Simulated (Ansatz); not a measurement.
**Work function of Nb(110): what the settings cost and change**

How thick a slab and how much vacuum does the work function of Nb(110) need?

Main program and level: Ansatz 0.2.0; plane-wave DFT, PBE, Ansatz PAW.

**What experiment says.**

For Nb (clean (110) face, a compiled value), “Anisotropic work function of elemental crystals” (2019, arxiv:1902.07811) quotes earlier work: work function (clean (110) face, a compiled value) 4.63 eV.

This is a report of a sequence of runs, with most program output left out.

## (1) Starting point

The cell holds 1 atom: 1 Nb. Its edges and angles: a = 2.858 Å, b = 2.858 Å, c = 18.000 Å, α = 90.0°, β = 90.0°, γ = 70.5°. Vacuum lies along c.

## (2) Run, setting 1 layer

A work function rests on the faint tail of the density, so the SCF threshold is tight. The slab grows from one layer, at fixed mesh and 18 Å of vacuum; then the vacuum is varied on one slab.

Contents of input.yaml:

```yaml
crystal:
  lattice:
    - [2.3334523779, -1.65, 0.0]
    - [2.3334523779, 1.65, 0.0]
    - [0.0, 0.0, 18.0]
  atoms:
    - { symbol: Nb, position: [0.0, 0.0, 0.5] }
kpoints:
  mp_grid: { grid: [15, 15, 1] }
hamiltonian:
  xc: pbe
scf:
  occupations: { method: fermi_dirac, width: 0.1 }
  convergence: { dr2_threshold: 1.0e-09 }
efield:
  axis: 3
  dipole_correction: true
  ramp_position: 0.97
  ramp_width: 0.06
output:
  write_potential: true
  write_density: true
  volumetric_format: npy
  elf: true
```

Command:

```console
> ansatz run input.yaml --threads 2 --pin off --max-ram 3072MiB --backend cpu --events-out ev --progress --plain --runs-dir out
```

Wall time 14 s (2 threads of Arm Neoverse N1, shared host); peak memory 0.45 GiB.

Numbers from this step:

* energy at zero smearing: -4549.7718 eV
* work function, upper face: 4.626 eV

Running mean over 2.333 Å of the planar mean; the ramp of the sawtooth is left out. Table of electron's electrostatic potential energy less the Fermi level by z:

z (Å), electron's electrostatic potential energy less the Fermi level (eV) and a bar from the least value:
```
     2.88        4.6 ##############################
     3.17        4.6 ##############################
     3.60        4.6 ##############################
     3.89        4.6 ##############################
     4.18        4.6 ##############################
     4.46        4.6 ##############################
     4.90        4.6 ##############################
     5.18        4.6 ##############################
     5.47        4.6 ##############################
     5.90        4.5 ##############################
     6.19        4.3 #############################
     6.48        4.1 #############################
     6.91        3.2 ###########################
     7.20        1.9 #########################
     7.49       -0.3 ####################
     7.78       -3.3 ###############
     8.21       -7.8 ######
     8.50       -9.9 ##
     8.78      -10.8 
     9.22      -10.8 
     9.50       -9.9 ##
     9.79       -7.8 ######
    10.22       -3.3 ###############
    10.51       -0.3 ####################
    10.80        1.9 #########################
    11.09        3.2 ###########################
    11.52        4.1 #############################
    11.81        4.3 #############################
    12.10        4.5 ##############################
    12.53        4.6 ##############################
    12.82        4.6 ##############################
    13.10        4.6 ##############################
    13.54        4.6 ##############################
    13.82        4.6 ##############################
    14.11        4.6 ##############################
    14.40        4.6 ##############################
    14.83        4.6 ##############################
    15.12        4.6 ##############################
```

Electrostatic potential energy in the ca plane at fractional y = 0.000, with atoms of Nb within 0.2 Å of it. With pseudopotentials it is smooth inside the atoms' cores, unlike the true potential.

Ten even steps from '0' (-47 eV) to '9' (3 eV), each cell a mean:
```
99999999999999999997100058999999999999999999
99999999999999999998510278999999999999999999
99999999999999999999865789999999999999999999
99999999999999999999888899999999999999999999
99999999999999999999877899999999999999999999
99999999999999999998632579999999999999999999
99999999999999999997300068999999999999999999
99999999999999999986100048999999999999999999
```
Columns run along c (18.0 Å; values clipped at the 3rd and 97th percentile), rows up along a (2.9 Å). Atoms in or near the plane, at fractional coordinates: Nb at (0.50, 0.00).

Valence density in the ca plane at fractional y = 0.000, with atoms of Nb within 0.2 Å of it. It is the smooth field of the valence electrons, not physical close to the nuclei.

Values in e/Å³, 5 rows by 16 columns, each cell a mean:
```
0.0 0.0 0.0 0.0 0.0 0.0 0.0 2.1 2.9 0.1 0.0 0.0 0.0 0.0 0.0 0.0
0.0 0.0 0.0 0.0 0.0 0.0 0.0 0.5 0.6 0.1 0.0 0.0 0.0 0.0 0.0 0.0
0.0 0.0 0.0 0.0 0.0 0.0 0.0 0.2 0.3 0.1 0.0 0.0 0.0 0.0 0.0 0.0
0.0 0.0 0.0 0.0 0.0 0.0 0.0 0.9 1.2 0.1 0.0 0.0 0.0 0.0 0.0 0.0
0.0 0.0 0.0 0.0 0.0 0.0 0.0 2.5 3.3 0.1 0.0 0.0 0.0 0.0 0.0 0.0
```
Columns run along c (18.0 Å), rows up along a (2.9 Å). Atoms in or near the plane, at fractional coordinates: Nb at (0.50, 0.00).

ELF in the ca plane at fractional y = 0.000, with atoms of Nb within 0.2 Å of it. It is the smooth field of the valence electrons, not physical close to the nuclei.

Values, 5 rows by 16 columns, each cell a mean:
```
0.00 0.00 0.00 0.00 0.00 0.03 0.06 0.51 0.58 0.07 0.03 0.00 0.00 0.00 0.00 0.00
0.00 0.00 0.00 0.00 0.00 0.05 0.22 0.32 0.36 0.23 0.08 0.01 0.00 0.00 0.00 0.00
0.00 0.00 0.00 0.00 0.00 0.07 0.34 0.34 0.32 0.37 0.11 0.01 0.00 0.00 0.00 0.00
0.00 0.00 0.00 0.00 0.00 0.04 0.14 0.38 0.46 0.15 0.06 0.01 0.00 0.00 0.00 0.00
0.00 0.00 0.00 0.00 0.00 0.02 0.04 0.51 0.54 0.05 0.03 0.00 0.00 0.00 0.00 0.00
```
Columns run along c (18.0 Å), rows up along a (2.9 Å). Atoms in or near the plane, at fractional coordinates: Nb at (0.50, 0.00).

The work function is 4.626 eV.

## (3) Slab, 2 atoms

System of this step: Nb(110). The cell holds 2 atoms: 2 Nb. Its edges and angles: a = 2.858 Å, b = 2.858 Å, c = 20.333 Å, α = 90.0°, β = 90.0°, γ = 70.5°. Vacuum lies along c.

input.yaml, the sections that differ from step 2:

```yaml
crystal:
  lattice:
    - [2.3334523779, -1.65, 0.0]
    - [2.3334523779, 1.65, 0.0]
    - [0.0, 0.0, 20.3334523779]
  atoms:
    - { symbol: Nb, position: [0.0, 0.0, 0.4426203594] }
    - { symbol: Nb, position: [0.5, 0.5, 0.5573796406] }
output:
  write_potential: true
  write_density: true
  volumetric_format: npy
# kpoints, hamiltonian, scf, efield: as in step 2
```

Wall time 22 s (2 threads); peak memory 0.45 GiB.

The work function is 4.503 eV, -0.123 eV from the run “1 layer”, at 1.6 times its CPU time.

## (4) Run, 3 atoms

System of this step: Nb(110). The cell holds 3 atoms: 3 Nb. Its edges and angles: a = 2.858 Å, b = 2.858 Å, c = 22.667 Å, α = 90.0°, β = 90.0°, γ = 70.5°. Vacuum lies along c.

input.yaml, the sections that differ from step 3:

```yaml
crystal:
  lattice:
    - [2.3334523779, -1.65, 0.0]
    - [2.3334523779, 1.65, 0.0]
    - [0.0, 0.0, 22.6669047558]
  atoms:
    - { symbol: Nb, position: [0.0, 0.0, 0.3970546529] }
    - { symbol: Nb, position: [0.5, 0.5, 0.5] }
    - { symbol: Nb, position: [0.0, 0.0, 0.6029453471] }
# kpoints, hamiltonian, scf, efield, output: as in step 3
```

Wall time 36 s (2 threads); peak memory 0.54 GiB.

The work function is 4.563 eV, +0.060 eV from the run “2 layers”, at 1.6 times its CPU time.

## (5) Slab, 4 atoms

System of this step: Nb(110). The cell holds 4 atoms: 4 Nb. Its edges and angles: a = 2.858 Å, b = 2.858 Å, c = 25.000 Å, α = 90.0°, β = 90.0°, γ = 70.5°. Vacuum lies along c.

input.yaml, the sections that differ from step 4:

```yaml
crystal:
  lattice:
    - [2.3334523779, -1.65, 0.0]
    - [2.3334523779, 1.65, 0.0]
    - [0.0, 0.0, 25.0003571337]
  atoms:
    - { symbol: Nb, position: [0.0, 0.0, 0.3599948573] }
    - { symbol: Nb, position: [0.5, 0.5, 0.4533316191] }
    - { symbol: Nb, position: [0.0, 0.0, 0.5466683809] }
    - { symbol: Nb, position: [0.5, 0.5, 0.6400051427] }
# kpoints, hamiltonian, scf, efield, output: as in step 4
```

Wall time 48 s (2 threads); peak memory 0.65 GiB; 88 s of CPU time.

The work function is 4.533 eV, -0.030 eV from the run “3 layers”, at 1.3 times its CPU time.

## (6) Slab, 5 atoms

System of this step: Nb(110). The cell holds 5 atoms: 5 Nb. Its edges and angles: a = 2.858 Å, b = 2.858 Å, c = 27.334 Å, α = 90.0°, β = 90.0°, γ = 70.5°. Vacuum lies along c.

input.yaml, the sections that differ from step 5:

```yaml
crystal:
  lattice:
    - [2.3334523779, -1.65, 0.0]
    - [2.3334523779, 1.65, 0.0]
    - [0.0, 0.0, 27.3338095117]
  atoms:
    - { symbol: Nb, position: [0.0, 0.0, 0.3292625565] }
    - { symbol: Nb, position: [0.5, 0.5, 0.4146312783] }
    - { symbol: Nb, position: [0.0, 0.0, 0.5] }
    - { symbol: Nb, position: [0.5, 0.5, 0.5853687217] }
    - { symbol: Nb, position: [0.0, 0.0, 0.6707374435] }
# kpoints, hamiltonian, scf, efield, output: as in step 5
```

Run time: 67 s. Hardware: 2 threads; peak memory 0.75 GiB; 2.1 min of CPU time.

The work function is 4.545 eV, +0.012 eV from the run “4 layers”, at 1.4 times its CPU time.

## (7) Slab, 6 atoms

System of this step: Nb(110). The cell holds 6 atoms: 6 Nb. Its edges and angles: a = 2.858 Å, b = 2.858 Å, c = 29.667 Å, α = 90.0°, β = 90.0°, γ = 70.5°. Vacuum lies along c.

input.yaml, the sections that differ from step 6:

```yaml
crystal:
  lattice:
    - [2.3334523779, -1.65, 0.0]
    - [2.3334523779, 1.65, 0.0]
    - [0.0, 0.0, 29.6672618896]
  atoms:
    - { symbol: Nb, position: [0.0, 0.0, 0.3033646999] }
    - { symbol: Nb, position: [0.5, 0.5, 0.3820188199] }
    - { symbol: Nb, position: [0.0, 0.0, 0.46067294] }
    - { symbol: Nb, position: [0.5, 0.5, 0.53932706] }
    - { symbol: Nb, position: [0.0, 0.0, 0.6179811801] }
    - { symbol: Nb, position: [0.5, 0.5, 0.6966353001] }
# kpoints, hamiltonian, scf, efield, output: as in step 6
```

It took 91 s on 2 threads; peak memory 0.89 GiB.

The work function is 4.542 eV, -0.003 eV from the run “5 layers”, at 1.3 times its CPU time.

## (8) Run, 8 atoms

System of this step: Nb(110). The cell holds 8 atoms: 8 Nb. Cell: a = 2.858 Å, b = 2.858 Å, c = 34.334 Å, α = 90.0°, β = 90.0°, γ = 70.5°. Vacuum lies along c.

input.yaml, the sections that differ from step 7:

```yaml
crystal:
  lattice:
    - [2.3334523779, -1.65, 0.0]
    - [2.3334523779, 1.65, 0.0]
    - [0.0, 0.0, 34.3341666454]
  atoms:
    - { symbol: Nb, position: [0.0, 0.0, 0.2621295601] }
    - { symbol: Nb, position: [0.5, 0.5, 0.3300925429] }
    - { symbol: Nb, position: [0.0, 0.0, 0.3980555258] }
    - { symbol: Nb, position: [0.5, 0.5, 0.4660185086] }
    - { symbol: Nb, position: [0.0, 0.0, 0.5339814914] }
    - { symbol: Nb, position: [0.5, 0.5, 0.6019444742] }
    - { symbol: Nb, position: [0.0, 0.0, 0.6699074571] }
    - { symbol: Nb, position: [0.5, 0.5, 0.7378704399] }
# kpoints, hamiltonian, scf, efield, output: as in step 7
```

Wall time 2.8 min (2 threads); peak memory 1.2 GiB.

The work function is 4.542 eV, -0.001 eV from the run “6 layers”, at 1.9 times its CPU time.

## (9) Slab, 10 atoms

System of this step: Nb(110). The cell holds 10 atoms: 10 Nb. Cell: a = 2.858 Å, b = 2.858 Å, c = 39.001 Å, α = 90.0°, β = 90.0°, γ = 70.5°. Vacuum lies along c.

input.yaml, the sections that differ from step 8:

```yaml
crystal:
  lattice:
    - [2.3334523779, -1.65, 0.0]
    - [2.3334523779, 1.65, 0.0]
    - [0.0, 0.0, 39.0010714012]
  atoms:
    - { symbol: Nb, position: [0.0, 0.0, 0.2307628913] }
    - { symbol: Nb, position: [0.5, 0.5, 0.2905933599] }
    - { symbol: Nb, position: [0.0, 0.0, 0.3504238285] }
    - { symbol: Nb, position: [0.5, 0.5, 0.4102542971] }
    - { symbol: Nb, position: [0.0, 0.0, 0.4700847657] }
    - { symbol: Nb, position: [0.5, 0.5, 0.5299152343] }
    - { symbol: Nb, position: [0.0, 0.0, 0.5897457029] }
    - { symbol: Nb, position: [0.5, 0.5, 0.6495761715] }
    - { symbol: Nb, position: [0.0, 0.0, 0.7094066401] }
    - { symbol: Nb, position: [0.5, 0.5, 0.7692371087] }
# kpoints, hamiltonian, scf, efield, output: as in step 8
```

It took 4.1 min on 2 threads; peak memory 1.6 GiB.

The work function is 4.541 eV, -0.001 eV from the run “8 layers”, at 1.5 times its CPU time.

## (10) Run, 13 atoms

System of this step: Nb(110). The cell holds 13 atoms: 13 Nb. Cell: a = 2.858 Å, b = 2.858 Å, c = 46.001 Å, α = 90.0°, β = 90.0°, γ = 70.5°. Vacuum lies along c.

input.yaml, the sections that differ from step 9:

```yaml
crystal:
  lattice:
    - [2.3334523779, -1.65, 0.0]
    - [2.3334523779, 1.65, 0.0]
    - [0.0, 0.0, 46.001428535]
  atoms:
    - { symbol: Nb, position: [0.0, 0.0, 0.1956460981] }
    - { symbol: Nb, position: [0.5, 0.5, 0.2463717484] }
    - { symbol: Nb, position: [0.0, 0.0, 0.2970973987] }
    - { symbol: Nb, position: [0.5, 0.5, 0.3478230491] }
    - { symbol: Nb, position: [0.0, 0.0, 0.3985486994] }
    - { symbol: Nb, position: [0.5, 0.5, 0.4492743497] }
    - { symbol: Nb, position: [0.0, 0.0, 0.5] }
    - { symbol: Nb, position: [0.5, 0.5, 0.5507256503] }
    - { symbol: Nb, position: [0.0, 0.0, 0.6014513006] }
    - { symbol: Nb, position: [0.5, 0.5, 0.6521769509] }
    - { symbol: Nb, position: [0.0, 0.0, 0.7029026013] }
    - { symbol: Nb, position: [0.5, 0.5, 0.7536282516] }
    - { symbol: Nb, position: [0.0, 0.0, 0.8043539019] }
# kpoints, hamiltonian, scf, efield, output: as in step 9
```

It took 7.1 min on 2 threads; peak memory 2.3 GiB; 14 min of CPU time.

The work function is 4.541 eV, +0.000 eV from the run “10 layers”, at 1.7 times its CPU time.

## (11) Slab, 7 atoms

System of this step: Nb(110). The cell holds 7 atoms: 7 Nb. Cell: a = 2.858 Å, b = 2.858 Å, c = 24.001 Å, α = 90.0°, β = 90.0°, γ = 70.5°. Vacuum lies along c.

input.yaml, the sections that differ from step 10:

```yaml
crystal:
  lattice:
    - [2.3334523779, -1.65, 0.0]
    - [2.3334523779, 1.65, 0.0]
    - [0.0, 0.0, 24.0007142675]
  atoms:
    - { symbol: Nb, position: [0.0, 0.0, 0.2083271333] }
    - { symbol: Nb, position: [0.5, 0.5, 0.3055514222] }
    - { symbol: Nb, position: [0.0, 0.0, 0.4027757111] }
    - { symbol: Nb, position: [0.5, 0.5, 0.5] }
    - { symbol: Nb, position: [0.0, 0.0, 0.5972242889] }
    - { symbol: Nb, position: [0.5, 0.5, 0.6944485778] }
    - { symbol: Nb, position: [0.0, 0.0, 0.7916728667] }
# kpoints, hamiltonian, scf, efield, output: as in step 10
```

Run time: 1.7 min. Hardware: 2 threads; peak memory 0.85 GiB.

The work function is 4.523 eV. The program marks this work function as in doubt.

## (12) Run, 7 atoms

The cell differs from the one that the last finished run ended in (c 24.001 → 28.001 Å).

input.yaml, the sections that differ from step 11:

```yaml
crystal:
  lattice:
    - [2.3334523779, -1.65, 0.0]
    - [2.3334523779, 1.65, 0.0]
    - [0.0, 0.0, 28.0007142675]
  atoms:
    - { symbol: Nb, position: [0.0, 0.0, 0.2499936228] }
    - { symbol: Nb, position: [0.5, 0.5, 0.3333290818] }
    - { symbol: Nb, position: [0.0, 0.0, 0.4166645409] }
    - { symbol: Nb, position: [0.5, 0.5, 0.5] }
    - { symbol: Nb, position: [0.0, 0.0, 0.5833354591] }
    - { symbol: Nb, position: [0.5, 0.5, 0.6666709182] }
    - { symbol: Nb, position: [0.0, 0.0, 0.7500063772] }
# kpoints, hamiltonian, scf, efield, output: as in step 11
```

Wall time 1.7 min (2 threads); peak memory 0.96 GiB.

The work function is 4.542 eV, +0.019 eV from the run “7 layers, 10 Å of vacuum”, at 1.0 times its CPU time.

## (13) Run, 7 atoms (run 2)

The cell differs from the one that the last finished run ended in (c 28.001 → 40.001 Å).

input.yaml, the sections that differ from step 12:

```yaml
crystal:
  lattice:
    - [2.3334523779, -1.65, 0.0]
    - [2.3334523779, 1.65, 0.0]
    - [0.0, 0.0, 40.0007142675]
  atoms:
    - { symbol: Nb, position: [0.0, 0.0, 0.3249941967] }
    - { symbol: Nb, position: [0.5, 0.5, 0.3833294645] }
    - { symbol: Nb, position: [0.0, 0.0, 0.4416647322] }
    - { symbol: Nb, position: [0.5, 0.5, 0.5] }
    - { symbol: Nb, position: [0.0, 0.0, 0.5583352678] }
    - { symbol: Nb, position: [0.5, 0.5, 0.6166705355] }
    - { symbol: Nb, position: [0.0, 0.0, 0.6750058033] }
# kpoints, hamiltonian, scf, efield, output: as in step 12
```

Wall time 2.6 min (2 threads); peak memory 1.2 GiB.

The work function is 4.542 eV, +0.000 eV from the run “7 layers, 14 Å of vacuum”, at 1.5 times its CPU time.

## (14) Comparing the runs

Times are for 2 threads of Arm Neoverse N1, shared host. The series side by side:

| no. | setting | work function, upper face (eV) | time | memory (GiB) |
| --- | --- | --- | --- | --- |
| 1 | 1 layer | 4.626 | 14 s | 0.45 |
| 2 | 2 layers | 4.503 | 22 s | 0.45 |
| 3 | 3 layers | 4.563 | 36 s | 0.54 |
| 4 | 4 layers | 4.533 | 48 s | 0.65 |
| 5 | 5 layers | 4.545 | 67 s | 0.75 |
| 6 | 6 layers | 4.542 | 91 s | 0.89 |
| 7 | 8 layers | 4.542 | 2.8 min | 1.2 |
| 8 | 10 layers | 4.541 | 4.1 min | 1.6 |
| 9 | 13 layers | 4.541 | 7.1 min | 2.3 |
| 10 | 7 layers, 10 Å of vacuum | 4.523 | 1.7 min | 0.85 |
| 11 | 7 layers, 14 Å of vacuum | 4.542 | 1.7 min | 0.96 |
| 12 | 7 layers, 26 Å of vacuum | 4.542 | 2.6 min | 1.2 |

## (15) A changed input

System of this step: Nb(110) monolayer. The cell holds 1 atom: 1 Nb. Cell: a = 2.858 Å, b = 2.858 Å, c = 18.000 Å, α = 90.0°, β = 90.0°, γ = 70.5°. Vacuum lies along c.

An input spoilt on purpose, to show how the run answers: it repeats the earlier run “1 layer” with efield.ramp_position from 0.97 to 0.475, and scf.max_iter set to 60; its output block differs too.

input.yaml, the sections that differ from step 13:

```yaml
crystal:
  lattice:
    - [2.3334523779, -1.65, 0.0]
    - [2.3334523779, 1.65, 0.0]
    - [0.0, 0.0, 18.0]
  atoms:
    - { symbol: Nb, position: [0.0, 0.0, 0.5] }
scf:
  occupations: { method: fermi_dirac, width: 0.1 }
  convergence: { dr2_threshold: 1.0e-09 }
  max_iter: 60
efield:
  axis: 3
  dipole_correction: true
  ramp_position: 0.475
  ramp_width: 0.06
# kpoints, hamiltonian, output: as in step 13
```

Wall time 0.29 s (2 threads); peak memory 0.23 GiB.

The input was rejected at the start.

The program's message: “Error: efield: ion 0 (Nb) at fractional coordinate 0.5000 along the field axis lies inside the sawtooth ramp with 2 of the planes that the density is read on at each end, [0.4590, 0.5510] — the ramp m …”

The fault put into the input: the ramp among the atoms.

## (16) What came out

* work function, 1 layer: 4.626 eV
* work function, 2 layers: 4.503 eV
* work function, 6 layers: 4.542 eV
* work function, 13 layers: 4.541 eV

The thickest slab gives 4.54 eV, and the settings tried spread the value from 4.50 to 4.63 eV. At 18 Å of vacuum, the slabs from 2 layers on stay within 0.04 eV of the thickest. Going from 10 to 26 Å of vacuum moves it by 0.019 eV. The program marks the value as in doubt in “7 layers, 10 Å of vacuum”. The ladder's slabs use the tabulated experimental lattice constant (two decimals; a low-temperature value for the alkali metals). In 2 runs of the series (7 layers, 10 Å of vacuum and 7 layers, 14 Å of vacuum) the program warns that electrons reach the sawtooth's ramp, which makes dipole and work function less sure.

Computed beside measured:

```
                                               quantity  measured        13 layers
work function (clean (110) face, a compiled value) (eV)      4.63  4.54 (-0.09 eV)
```

Measured values from arxiv:1902.07811 (2019).

Verdict: The work function is off by -0.09 eV: good agreement. The grades are ours: good and fair within 3 and 7 % for the work function. No cell relaxation is part of this session.

[Logs are printed without paths, hosts, clocks, repeated set-up lines and the standing remarks that a program may print on its own settings, such as how far it seeks lower states.]

[Hosts, paths, dates, database ids (printed as entryN), source tags and the programs' standing remarks are cut or masked in the printed files.]

[Maps of the electrostatic potential energy from Ansatz leave out the sawtooth potential of an applied field or a dipole correction, so their vacuum need not be flat; planar profiles and work functions include it.]
